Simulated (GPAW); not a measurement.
**Optical response of CdF2**

Wanted: where CdF2 starts to absorb, how strongly, and its refractive index.

Method: DFT, PBE, plane-wave PAW (GPAW data sets), scalar-relativistic, RPA, optical limit, in GPAW 26.7.0.

### 1. Set-up

Symmetry: Fm-3m, No. 225, cubic system. The conventional cell has a = 5.388 Å, b = 5.388 Å, c = 5.388 Å, α = 90.00°, β = 90.00°, γ = 90.00°. Nearest to Cd lie 8 F at 2.33 Å. Nearest to F lie 4 Cd at 2.33 Å. Farther neighbours and most contacts between anions are not listed.

### 2. Ground state

The self-consistent density comes first; it also tells whether there is a gap, which decides the occupations and the need for a Drude term.

This step: DFT, PBE, plane-wave PAW (GPAW data sets), scalar-relativistic, ground state (GPAW 26.7.0).

Input file gs.py:

```python
from ase import Atoms
from ase.dft.bandgap import bandgap
from gpaw import GPAW, PW, FermiDirac

atoms = Atoms(['Cd', 'F', 'F'],
              cell=[[0.000000000000, 2.694000000000, 2.694000000000],
                    [2.694000000000, 0.000000000000, 2.694000000000],
                    [2.694000000000, 2.694000000000, 0.000000000000]],
              scaled_positions=[[0.000000000000, 0.000000000000, 0.000000000000],
                                [0.750000000000, 0.750000000000, 0.750000000000],
                                [0.250000000000, 0.250000000000, 0.250000000000]],
              pbc=[True, True, True])
atoms.calc = GPAW(mode=PW(500), xc='PBE', kpts={'size': (7, 7, 7), 'gamma': True},
                  occupations=FermiDirac(0.05), maxiter=150, txt='gs.txt')
print('energy (eV)', atoms.get_potential_energy())
print('Fermi level (eV)', atoms.calc.get_fermi_level())
print('valence electrons', atoms.calc.get_number_of_electrons())
print('gap (eV)', bandgap(atoms.calc, output=None)[0])
print('direct gap (eV)', bandgap(atoms.calc, direct=True, output=None)[0])
atoms.calc.write('gs.gpw')
```

Command:

```sh
OMP_NUM_THREADS=1 python gs.py
```

Numbers of over 12 decimals in the logs are rounded to 6 here.

Output:

```text
__  _  _
 | _ |_)|_||  |
 |__||  | ||/\| - 26.7.0

Versions:
  Python: 3.12.14
  ASE:    3.29.0
  Numpy:  2.5.5
  Scipy:  1.18.1
  Libxc:  7.0.0

Input parameters:
  mode=PW(ecut=500.0),
  kpts=MonkhorstPack(size=(7, 7, 7), gamma=True),
  maxiter=150,
  occupations=Occupations(name='fermi-dirac', width=0.05, fixmagmom=False),
  xc=XC(name='PBE')

Diagonalizing LCAO Hamiltonian
Converting LCAO to pw mode

                    F

           F

       Cd

Atoms  # Å, Bohr magnetons
|   | symbol |        x |        y |        z |    initial magnetic moments |
| 0 |     Cd | 0.000000 | 0.000000 | 0.000000 | ( 0.0000,  0.0000,  0.0000) |
| 1 |      F | 4.041000 | 4.041000 | 4.041000 | ( 0.0000,  0.0000,  0.0000) |
| 2 |      F | 1.347000 | 1.347000 | 1.347000 | ( 0.0000,  0.0000,  0.0000) |

Unit cell  # Å
| periodic |        x |        y |        z |  lengths |    angles |
|      yes | 0.000000 | 2.694000 | 2.694000 | 3.809891 | 60.000000 |
|      yes | 2.694000 | 0.000000 | 2.694000 | 3.809891 | 60.000000 |
|      yes | 2.694000 | 2.694000 | 0.000000 | 3.809891 | 60.000000 |

Number of symmetries: 48
Symmetry operations  # r_c * U_cc + t_c -> r_c
|    | kind |            matrix            |
|  0 |  σ   |  1, 0, 0,  1, 0,-1,  1,-1, 0 |
|  1 |  C2  |  1, 0, 0,  1,-1, 0,  1, 0,-1 |
|  2 |  E   |  1, 0, 0,  0, 1, 0,  0, 0, 1 |
|  3 |  σ   |  1, 0, 0,  0, 0, 1,  0, 1, 0 |
|  4 |  C4  |  1, 0,-1,  1, 0, 0,  1,-1, 0 |
|  5 |  S6  |  1, 0,-1,  1,-1, 0,  1, 0, 0 |
|  6 |  σ   |  1, 0,-1,  0, 1,-1,  0, 0,-1 |
|  7 |  C3  |  1, 0,-1,  0, 0,-1,  0, 1,-1 |
|  8 |  S6  |  1,-1, 0,  1, 0, 0,  1, 0,-1 |
|  9 |  C4  |  1,-1, 0,  1, 0,-1,  1, 0, 0 |
| 10 |  C3  |  1,-1, 0,  0,-1, 1,  0,-1, 0 |
| 11 |  σ   |  1,-1, 0,  0,-1, 0,  0,-1, 1 |
| 12 |  σ   |  0, 1, 0,  1, 0, 0,  0, 0, 1 |
| 13 |  C4  |  0, 1, 0,  0, 1,-1, -1, 1, 0 |
| 14 |  C3  |  0, 1, 0,  0, 0, 1,  1, 0, 0 |
| 15 |  S6  |  0, 1, 0, -1, 1, 0,  0, 1,-1 |
| 16 |  C2  |  0, 1,-1,  1, 0,-1,  0, 0,-1 |
| 17 |  σ   |  0, 1,-1,  0, 1, 0, -1, 1, 0 |
| 18 |  S4  |  0, 1,-1,  0, 0,-1,  1, 0,-1 |
| 19 |  C4  |  0, 1,-1, -1, 1, 0,  0, 1, 0 |
| 20 |  C3  |  0, 0, 1,  1, 0, 0,  0, 1, 0 |
| 21 |  σ   |  0, 0, 1,  0, 1, 0,  1, 0, 0 |
| 22 |  S6  |  0, 0, 1,  0,-1, 1, -1, 0, 1 |
| 23 |  C4  |  0, 0, 1, -1, 0, 1,  0,-1, 1 |
| 24 |  S4  |  0, 0,-1,  1, 0,-1,  0, 1,-1 |
| 25 |  C3  |  0, 0,-1,  0, 1,-1,  1, 0,-1 |
| 26 |  C2  |  0, 0,-1,  0,-1, 0, -1, 0, 0 |
| 27 |  S6  |  0, 0,-1, -1, 0, 0,  0,-1, 0 |
| 28 |  S4  |  0,-1, 1,  1,-1, 0,  0,-1, 0 |
| 29 |  C4  |  0,-1, 1,  0, 0, 1, -1, 0, 1 |
| 30 |  C2  |  0,-1, 1,  0,-1, 0,  1,-1, 0 |
| 31 |  σ   |  0,-1, 1, -1, 0, 1,  0, 0, 1 |
| 32 |  C3  |  0,-1, 0,  1,-1, 0,  0,-1, 1 |
| 33 |  S6  |  0,-1, 0,  0, 0,-1, -1, 0, 0 |
| 34 |  S4  |  0,-1, 0,  0,-1, 1,  1,-1, 0 |
| 35 |  C2  |  0,-1, 0, -1, 0, 0,  0, 0,-1 |
| 36 |  C2  | -1, 1, 0,  0, 1, 0,  0, 1,-1 |
| 37 |  S6  | -1, 1, 0,  0, 1,-1,  0, 1, 0 |
| 38 |  S4  | -1, 1, 0, -1, 0, 1, -1, 0, 0 |
| 39 |  C3  | -1, 1, 0, -1, 0, 0, -1, 0, 1 |
| 40 |  S6  | -1, 0, 1,  0, 0, 1,  0,-1, 1 |
| 41 |  C2  | -1, 0, 1,  0,-1, 1,  0, 0, 1 |
| 42 |  C3  | -1, 0, 1, -1, 1, 0, -1, 0, 0 |
| 43 |  S4  | -1, 0, 1, -1, 0, 0, -1, 1, 0 |
| 44 |  C2  | -1, 0, 0,  0, 0,-1,  0,-1, 0 |
| 45 |  i   | -1, 0, 0,  0,-1, 0,  0, 0,-1 |
| 46 |  σ   | -1, 0, 0, -1, 1, 0, -1, 0, 1 |
| 47 |  C2  | -1, 0, 0, -1, 0, 1, -1, 1, 0 |

BZ-sampling:
  Number of BZ points: 343
  Number of IBZ points: 20

  Monkhorst-Pack size: [7, 7, 7]
  Monkhorst-Pack shift: [0, 0, 0]

K-points  # in reciprocal-cell coordinates
|     |                                coordinates |     weight |
|   0 | (  0.00000000,   0.00000000,   0.00000000) | 0.00291545 |
|   1 | (  0.14285714,   0.14285714,   0.00000000) | 0.01749271 |
|   2 | (  0.14285714,   0.14285714,   0.14285714) | 0.02332362 |
|   3 | (  0.28571429,   0.14285714,   0.14285714) | 0.03498542 |
|   4 | (  0.28571429,   0.28571429,   0.00000000) | 0.01749271 |
|   5 | (  0.28571429,   0.28571429,   0.14285714) | 0.06997085 |
|   6 | (  0.28571429,   0.28571429,   0.28571429) | 0.02332362 |
|   7 | (  0.42857143,  -0.28571429,  -0.28571429) | 0.03498542 |
|   8 | (  0.42857143,   0.28571429,  -0.42857143) | 0.13994169 |
|   9 | (  0.42857143,   0.28571429,  -0.28571429) | 0.06997085 |
| ... |                                            |            |
|  19 | (  0.42857143,   0.42857143,   0.42857143) | 0.02332362 |

Plane wave coefficients: 999
Cutoff: 500.0 eV

Spin-components: 1 (collinear spins)
Bands:           17
Projectors:      16
Spin-degeneracy: 2
Datatype:        complex128

Parallelization:
  kpt:    1
  domain: 1
  band:   1

Density:
  Valence electrons: 26.0
  Components: 1
  Grid points: [20 20 20]
  Charge: 0.0  # |e|

Potential:
  Grid points: [20 20 20]

species:
  Cd:
    name:    Cadmium
    id:
    Z:       48.0
    valence: 12
    core:    36
    charge:  0.0  # [|e|]
    compensation charges:
      type: gauss
      rc: 0.38  # [Å]
      lmax: 2
    cutoffs:
      filter: 2.12  # [Å]
      core: 2.62  # [Å]
    projectors
    | kind |    occ | energy [eV] | rcut [Å] |
    |   5s |  2.000 |      -5.655 |    1.191 |
    |   5p |  0.000 |      -1.186 |    1.228 |
    |   4d | 10.000 |     -11.739 |    1.164 |
    |    s |        |      21.556 |    1.191 |
    |    p |        |      26.026 |    1.228 |
    |    d |        |      15.473 |    1.164 |

    Using partial waves for Cd as LCAO basis

  F:
    name:    Fluorine
    id:
    Z:       9.0
    valence: 7
    core:    2
    charge:  0.0  # [|e|]
    compensation charges:
      type: gauss
      rc: 0.20  # [Å]
      lmax: 2
    cutoffs:
      filter: 1.14  # [Å]
      core: 0.74  # [Å]
    projectors
    | kind |    occ | energy [eV] | rcut [Å] |
    |   2s |  2.000 |     -29.898 |    0.635 |
    |   2p |  5.000 |     -11.110 |    0.635 |
    |    s |        |      -2.687 |    0.635 |
    |    p |        |      16.102 |    0.635 |
    |    d |        |       0.000 |    0.635 |

    Using partial waves for F as LCAO basis

Reference energy: -157601.279907  # eV

eigensolver:
  PPCG
  Converge bands: occupied
  niter=2

density mixing:
  MSR1-Mixer
  Pratt-step length: 0.05
  Maximum mixing coefficient: 0.75
  Old densities: 10
  SVD Regularization: 0.005
  Good broyden scale: 1.0
  Trust region scale: 1.0
  Backstep threshold: 4.0
  History deletion threshold: 6.0
  Fourier metric: weight=20.0, sigma=0.015

occupation numbers:
  Fermi-Dirac:
    width: 0.0500  # eV

poisson solver:
  ecut: 4000.0  # eV

xc functional:
  name: PBE with 2 nearest neighbor stencil

convergence criteria:
- Maximum [total energy] change in last 3 cyles: 0.0005 eV / valence electron
- Maximum integral of absolute [dens]ity change: 0.0001 electrons / valence electron
- Maximum integral of absolute [eigenst]ate change: 4e-08 eV^2 / valence electron
maximum number of iterations: 150

SCF iterations
|iter     |      energy | eigst |  dens |
|iter:   1||  -12.325550 | -0.77 |       |
|iter:   2||  -11.924482 | -2.09 | -1.05 |
|iter:   3||  -10.776400 | -0.58 | -1.09 |
|iter:   4||  -10.763375 | -2.97 | -1.55 |
|iter:   5||  -10.761463 | -3.30 | -1.86 |
|iter:   6||  -10.761582c| -5.09 | -3.02 |
|iter:   7||  -10.761612c| -6.08 | -3.39 |
|iter:   8||  -10.761612c| -7.95c| -4.63c|

Converged in 8 steps
SCF loop duration: 4.822 s (0.603 s/step)
Energy contributions relative to reference atoms: (reference = -157601.279907)

Energy contributions:
  Kinetic:          37.286517
  Coulomb:         -33.076628
  Zero:              0.425094
  External:          0.000000
  Xc:              -15.396594
  Entropy:          -0.000000
  Spinorbit:         0.000000
  ----------------------------
  Free energy:     -10.761612
  Extrapolated:    -10.761612

dipole moment: (-17.348600, -17.348600, -17.348600)  # |e|*Ang

Fermi level: 2.886
Eigenvalues  # (at kpt = [0.000, 0.000, 0.000])
| band index |      eig [eV] | occ [0-2] |
|          0 |       -18.972 |     2.000 |
|        ... |               |           |
|          5 |        -2.457 |     2.000 |
|          6 |        -2.457 |     2.000 |
|          7 |         0.871 |     2.000 |
|          8 |         0.872 |     2.000 |
|          9 |         0.872 |     2.000 |
|         10 |         1.407 |     2.000 |
|         11 |         1.408 |     2.000 |
|         12 |         1.408 |     2.000 |
|         13 |         4.941 |     0.000 |
|         14 |        14.527 |     0.000 |
|         15 |        14.527 |     0.000 |
|         16 |        14.527 |     0.000 |

Gap: 3.127 eV
Transition (v -> c):
  (s=0, k=9, n=12, [0.43, 0.29, -0.29]) -> (s=0, k=0, n=13, [0.00, 0.00, 0.00])
Direct/indirect transitions are different
Direct gap: 3.533 eV
Transition at: (s=0, k=0, n=12, [0.00, 0.00, 0.00])

--- standard output ---
energy (eV) -10.761612
Fermi level (eV) 2.886481
valence electrons 26.0
gap (eV) 3.126815
direct gap (eV) 3.532927
```

Run time: 6.8 s. Hardware: 1 thread of Arm Neoverse V1, shared host; peak memory 0.14 GiB.

Numbers from this step:

```
energy                 : -10.76 eV
Fermi energy           : 2.886 eV
gap on the k-mesh      : 3.127 eV
direct gap on the mesh : 3.533 eV
electrons              : 26
```

There is a gap, 3.13 eV on this mesh (points off the mesh can give less), so no carriers' term is needed.

### 3. Bands for the response

The response needs many more empty bands than the density does.

This step: DFT, PBE, plane-wave PAW (GPAW data sets), scalar-relativistic, bands at fixed density (GPAW 26.7.0).

Input file nscf.py:

```python
from ase.dft.bandgap import bandgap
from gpaw import GPAW, FermiDirac

calc = GPAW('gs.gpw').fixed_density(kpts={'size': (10, 10, 10), 'gamma': True}, nbands=39, convergence={'bands': 33},
                                    occupations=FermiDirac(0.001), txt='nscf.txt')
print('gap (eV)', bandgap(calc, output=None)[0])
print('direct gap (eV)', bandgap(calc, direct=True, output=None)[0])
print('top band over the Fermi level (eV)', min(calc.get_eigenvalues(kpt=k)[32] for k in range(len(calc.get_ibz_k_points()))) - calc.get_fermi_level())
calc.write('full.gpw', mode='all')
```

Command:

```sh
OMP_NUM_THREADS=1 python nscf.py
```

Output:

```text
Diagonalizing LCAO Hamiltonian
Converting LCAO to pw mode
convergence criteria:
- Maximum integral of absolute [eigenst]ate change: 4e-08 eV^2 / valence electron
maximum number of iterations: 150

SCF iterations
|iter     |      energy | eigst |  dens |
|iter:   1||             | +3.19 |       |
|iter:   2||             | +1.55 |       |
|iter:   3||             | +0.45 |       |
|iter:   4||             | -0.43 |       |
|iter:   5||             | -1.27 |       |
|iter:   6||             | -2.03 |       |
|iter:   7||             | -2.79 |       |
|iter:   8||             | -3.50 |       |
|iter:   9||             | -4.18 |       |
|iter:  10||             | -4.94 |       |
|iter:  11||             | -5.65 |       |
|iter:  12||             | -6.37 |       |
|iter:  13||             | -6.99 |       |
|iter:  14||             | -7.49c|       |
SCF steps: 14
  __  _  _
 | _ |_)|_||  |
 |__||  | ||/\| - 26.7.0

Versions:
  Python: 3.12.14
  ASE:    3.29.0
  Numpy:  2.5.5
  Scipy:  1.18.1
  Libxc:  7.0.0

Input parameters:
  mode=PW(ecut=500.0),
  convergence={'bands': 33},
  gpts=array([20, 20, 20]),
  kpts=MonkhorstPack(size=(10, 10, 10), gamma=True),
  maxiter=150,
  nbands=39,
  occupations=Occupations(name='fermi-dirac', width=0.001, fixmagmom=False),
  parallel={},
  xc=XC(name='PBE')

--- standard output ---
gap (eV) 3.078179
direct gap (eV) 3.532927
top band over the Fermi level (eV) 34.202567
```

Elapsed: 42 s, on 1 thread; peak memory 0.18 GiB.

Read-outs, printed or worked out from the files:

```
gap on the k-mesh : 3.078 eV
```

### 4. Dielectric function, RPA

Transitions between filled and empty bands, summed over the zone, give the optical response, so mesh, band count and broadening shape it.

The induced potential is part of this response.

This step: DFT, PBE, plane-wave PAW (GPAW data sets), scalar-relativistic, RPA, optical limit (GPAW 26.7.0).

Input file df.py:

```python
from gpaw.response.df import DielectricFunction

df = DielectricFunction('full.gpw', frequencies={'type': 'nonlinear', 'domega0': 0.03, 'omega2': 8},
                        ecut=50,
                        eta=0.15,
                        nbands=33,
                        txt='df.txt')
for direction in ['x']:
    df.get_dielectric_function(xc='RPA', direction=direction, filename=f'df_{direction}.csv')
```

Command:

```sh
OMP_NUM_THREADS=1 python df.py
```

Output:

```text
Using integrator: PointIntegrator
NonLinearFrequencyDescriptor(from 0.000 to 59.990 eV, 488 points)
Nonperiodic BCs:  [False False False]
Using integrator: PointIntegrator
NonLinearFrequencyDescriptor(from 0.000 to 59.990 eV, 488 points)
Nonperiodic BCs:  [False False False]

Calculating chi0 body with:
    Ground state adapter containing:
    Number of spins: 1
    Number of kpoints: 1000
    Number of irreducible kpoints: 47
    Number of completely occupied states: 13
    Number of partially occupied states: 13

    Linear response parametrization:
    q_c: [0.0, 0.0, 0.0]
    Number of frequency points: 488
    Planewave cutoff: 50.0
    Number of bands: 33
    Number of planewaves: 27
    Broadening (eta): 0.15

Integrating chi0 body.

Symmetries of q_c:
    Direct symmetries (Uq -> q): 48
    Indirect symmetries (TUq -> q): 0
In total 48 allowed symmetries.

47 groups of equivalent kpoints. 95.3% reduction.

Integral kind: spectral function

Calculating chi0 optical extensions with:
    Ground state adapter containing:
    Number of spins: 1
    Number of kpoints: 1000
    Number of irreducible kpoints: 47
    Number of completely occupied states: 13
    Number of partially occupied states: 13

    Linear response parametrization:
    Number of frequency points: 488
    Planewave cutoff: 50.0
    Number of bands: 33
    Number of planewaves: 27
    Broadening (eta): 0.15
Integrating chi0 head and wings.

Symmetries of q_c:
    Direct symmetries (Uq -> q): 48
    Indirect symmetries (TUq -> q): 0
In total 48 allowed symmetries.

47 groups of equivalent kpoints. 95.3% reduction.

Integral kind: spectral function wings
```

Run time: 7.1 s. Hardware: 1 thread; peak memory 0.23 GiB.

Numbers from this step:

* electronic dielectric constant ε∞, mean over x, y and z (by symmetry where fewer were run): 2.627

[end of part 1 of 2]

[Machine, clock and banner lines and Python warnings are left out of the logs.]

[Logs are printed without paths, hosts, clocks, repeated set-up lines and the standing remarks that a program may print on its own settings, such as how far it seeks lower states.]

[Hosts, paths, dates, database ids (printed as entryN), source tags and the programs' standing remarks are cut or masked in the printed files.]
